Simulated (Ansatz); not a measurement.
# P on Al(100): change of the work function, part 4 of 4

Wanted: Δφ(θ) for P/Al(100), starting from the hollow site.

Ansatz 0.2.0; plane-wave DFT, PBE, Ansatz PAW.

So far, work function, upper face (eV): step 2 (the clean slab) 4.29; step 3 (37 atoms, coverage 0.111 ML, cell 3x3) 4.57; step 4 (17 atoms, coverage 0.25 ML, cell 2x2) 4.84.

### Step 5. Adsorbate added, k-mesh 6×6×1, coverage 0.5 ML (continued)

Step by step:

```tsv
step	energy less that of the first step (eV)	largest force component (eV/Å)
1	0.0000	2.3128
2	-0.6185	1.0177
3	-0.7397	0.1332
4	-0.7426	0.0122
```

The run keeps the 16 symmetry operations that it works with, so distortions that break them were not tested.

The atoms that moved most (Å):

```tsv
atom	dx	dy	dz	length
P18	0.000	0.000	0.328	0.328
P17	0.000	0.000	0.328	0.328
Al7	0.000	0.000	0.150	0.150
Al11	0.000	0.000	0.150	0.150
Al12	0.000	0.000	0.056	0.056
Al16	0.000	0.000	0.056	0.056
Al8	0.000	0.000	0.056	0.056
Al4	0.000	0.000	0.056	0.056
```

The relaxed structure:

```xyz
18
Lattice="5.7276 0.0000 0.0000 0.0000 5.7276 0.0000 0.0000 0.0000 25.2752" Properties=species:S:1:pos:R:3
Al    1.4319    1.4319    9.0000
Al    0.0000    0.0000   11.0250
Al    1.4319    1.4319   13.0027
Al    0.0000    0.0000   15.1421
Al    1.4319    4.2957    9.0000
Al    0.0000    2.8638   11.0250
Al    1.4319    4.2957   13.1844
Al    0.0000    2.8638   15.1421
Al    4.2957    1.4319    9.0000
Al    2.8638    0.0000   11.0250
Al    4.2957    1.4319   13.1844
Al    2.8638    0.0000   15.1421
Al    4.2957    4.2957    9.0000
Al    2.8638    2.8638   11.0250
Al    4.2957    4.2957   13.0027
Al    2.8638    2.8638   15.1421
P     1.4319    1.4319   16.6035
P     4.2957    4.2957   16.6035
```

The density of states has structure finer than the step of the table below, so its rows give means over 0.25 eV, whole bins alone (the curve runs from -8 to 1.98 eV). Peaks (eV: height): -3.550: 11.9, -2.830: 11.7, -1.050: 12.3, -0.030: 12.2, 0.180: 13.0, 0.870: 14.6, 1.170: 16.9.

Table of density of states by energy, zero at the Fermi level; means over each step:

```tsv
energy (eV)	density of states (states/eV a cell)
-7.75	4.87
-7.50	2.47
-7.25	3.66
-7.00	2.81
-6.75	2.77
-6.50	3.84
-6.25	7.47
-6.00	5.85
-5.75	4.62
-5.50	2.60
-5.25	6.94
-5.00	7.12
-4.75	3.74
-4.50	4.98
-4.25	7.23
-4.00	5.35
-3.75	6.32
-3.50	8.68
-3.25	9.34
-3.00	6.45
-2.75	8.04
-2.50	7.56
-2.25	9.18
-2.00	5.75
-1.75	7.08
-1.50	7.07
-1.25	5.91
-1.00	9.24
-0.75	7.19
-0.50	8.58
-0.25	8.20
0.00	9.24
0.25	8.25
0.50	3.83
0.75	6.47
1.00	6.57
1.25	11.1
1.50	6.08
1.75	8.97
```

The relaxation took 4 steps and lowered the energy by 0.74 eV; the largest force on the free atoms ends at 0.012 eV/Å.

The covered face has 5.18 eV, +0.89 eV against the clean one; the bare back face has moved by +0.10 eV, a measure of how thin the slab is.

### Step 6. Adsorbate added, k-mesh 12×12×1, coverage 1 ML

System of this step: Al4P (P/Al(100)). The cell holds 5 atoms: 4 Al and 1 P. Its edges and angles: a = 2.864 Å, b = 2.864 Å, c = 25.275 Å, α = 90.0°, β = 90.0°, γ = 90.0°. Vacuum lies along c.

Another coverage, to see how the dipoles act on each other as their distance changes.

input.yaml reads:

```yaml
crystal:
  lattice:
    - [2.8637824638, 0.0, 0.0]
    - [0.0, 2.8637824638, 0.0]
    - [0.0, 0.0, 25.2751578101]
  atoms:
    - { symbol: Al, position: [0.5, 0.5, 0.3560808628] }
    - { symbol: Al, position: [0.0, 0.0, 0.4361990569] }
    - { symbol: Al, position: [0.5, 0.5, 0.5156973654] }
    - { symbol: Al, position: [0.0, 0.0, 0.5968663091] }
    - { symbol: P, position: [0.5, 0.5, 0.6439191372] }
kpoints:
  mp_grid: { grid: [12, 12, 1] }
hamiltonian:
  xc: pbe
scf:
  occupations: { method: fermi_dirac, width: 0.1 }
  convergence: { dr2_threshold: 1.0e-08 }
efield:
  axis: 3
  dipole_correction: true
  ramp_position: 0.97
  ramp_width: 0.06
relax:
  f_tol: 0.02
  max_steps: 60
  constraints: [{ sites: [0, 1] }]
output:
  write_potential: true
  write_density: true
  volumetric_format: npy
```

On the command line:

```console
ansatz run input.yaml --threads 2 --pin off --max-ram 4096MiB --backend cpu --events-out ev --progress --plain --runs-dir out
```

Numbers of over 12 decimals in the logs are rounded to 6 here.

The log of the run:

```text
[...]
Crystal: 5 atoms, lattice volume = 207.288 Å³
Basis set: ecut = 420 eV, 4065 PW (Γ), exchange–correlation on 40×40×360 points (8 copies of the dense FFT grid, shifted against one another)
Bands: 14, of which v1, the nominal top of the filled ones, is band 9 counted from 1 (8 counted from 0)
Symmetry: 8 space group operations
[...]
--- Relaxed structure (5 steps of the walk, 5 accepted, 0 SCFs on fresh bases) ---
  F+E_penalty+E_count = -2904.80828016 eV   max|allowed force component| = 1.070e-2 eV/Å
  atoms:
    - { symbol: Al, position: [0.5, 0.5, 0.356081] }
    - { symbol: Al, position: [0.0, 0.0, 0.436199] }
    - { symbol: Al, position: [0.5, 0.5, 0.516713] }
    - { symbol: Al, position: [0, 0.0, 0.597390] }
    - { symbol: P, position: [0.5, 0.5, 0.662260] }
[key lines of the parts left out:]
SCF converged after 6 iterations
Free energy (F): -2904.808280 eV
Fermi energy:    0.368036 eV
Dipole field:    D = -0.028081 V/Å  (p = -0.032168 e·Å, saw-weighted, corrected)
Work function:   Φ+ = 5.1107 eV   Φ− = 4.4010 eV
```

Elapsed: 18 s, on 2 threads of Arm Neoverse V1, shared host; peak memory 0.41 GiB; 36 s of CPU time.

Step by step:

```tsv
step	energy less that of the first step (eV)	largest force component (eV/Å)
1	0.0000	2.2866
2	-0.2938	1.6243
3	-0.5435	0.1002
4	-0.5470	0.0997
5	-0.5489	0.0107
```

Forces are held to the 8 operations that the run works with; a distortion that breaks them can't arise in this run.

The atoms that moved most (Å):

```tsv
atom	dx	dy	dz	length
P5	0.000	0.000	0.464	0.464
Al3	0.000	0.000	0.026	0.026
Al4	0.000	0.000	0.013	0.013
```

Final coordinates:

```cif
data_structure
_symmetry_space_group_name_H-M 'P 1'
_symmetry_Int_Tables_number 1
_cell_length_a 2.8638
_cell_length_b 2.8638
_cell_length_c 25.2752
_cell_angle_alpha 90.000
_cell_angle_beta 90.000
_cell_angle_gamma 90.000
_cell_volume 207.29
loop_
_atom_site_label
_atom_site_type_symbol
_atom_site_fract_x
_atom_site_fract_y
_atom_site_fract_z
_atom_site_occupancy
Al1 Al 0.50000 0.50000 0.35608 1
Al2 Al 0.00000 0.00000 0.43620 1
Al3 Al 0.50000 0.50000 0.51671 1
Al4 Al 0.00000 0.00000 0.59739 1
P5 P 0.50000 0.50000 0.66226 1
```

The relaxation took 5 steps and lowered the energy by 0.55 eV; the largest force on the free atoms ends at 0.011 eV/Å.

The covered face has 5.11 eV, +0.82 eV against the clean one; the bare back face has moved by +0.10 eV, a measure of how thin the slab is.

### Step 7. Work function against coverage

This step: plane-wave DFT, PBE, Ansatz PAW; work function against coverage (Ansatz 0.2.0).

The runs are now put side by side.

This step gave:

```yaml
work_function_of_the_clean_face: 4.293 eV
largest_change_of_the_work_function: 0.8870 eV
```

Work function of the covered face against coverage:

```tsv
coverage (adsorbates/nm²)	work function of the covered face (eV)
0.00	4.29
1.35	4.57
3.05	4.84
6.10	5.18
12.19	5.11
```

The dipole per adsorbate comes from the change of the cell's dipole. Coverage, by row:

```tsv
coverage (1/nm²)	coverage (ML)	work function (eV)	change (eV)	dipole per adsorbate, positive end outwards (debye)	mean height of the added atoms over the highest substrate atom (Å)
1.355	0.1111	4.566	0.2731	-0.455	1.463
3.048	0.25	4.845	0.5516	-0.41	1.438
6.097	0.5	5.18	0.887	-0.342	1.461
12.19	1	5.111	0.8179	-0.156	1.64
```

### Step 8. Summary of results

- work function of the clean face: 4.29 eV
- work function at 0.11 ML: 4.57 eV
- work function at 0.25 ML: 4.84 eV
- work function at 0.5 ML: 5.18 eV
- work function at 1 ML: 5.11 eV
- dipole per adsorbate at 0.11 ML, positive end outwards: -0.46 D

In words: P raises the work function of Al(100) at the lowest coverage, by 0.27 eV: the adsorbate layer has its negative end outwards. The dipole per adsorbate falls from 0.46 to 0.16 D as the layer fills. Neighbouring dipoles depolarise each other, and heights and bonding change with coverage too. The slab has 4 layers, at the tabulated experimental lattice constant, one starting site was run, and quantum-size effects of a slab this thin can reach one or two tenths of an eV.

[Logs are printed without paths, hosts, clocks, repeated set-up lines and the standing remarks that a program may print on its own settings, such as how far it seeks lower states.]

[Hosts, paths, dates, database ids (printed as entryN), source tags and the programs' standing remarks are cut or masked in the printed files.]

[Maps of the electrostatic potential energy from Ansatz leave out the sawtooth potential of an applied field or a dipole correction, so their vacuum need not be flat; planar profiles and work functions include it.]

[The density of states shown here was stored with 400 of the rows of the run's finer table, so its peaks can read low, often by over a quarter, or be missed, and its means over a window can be off by a tenth or more.]
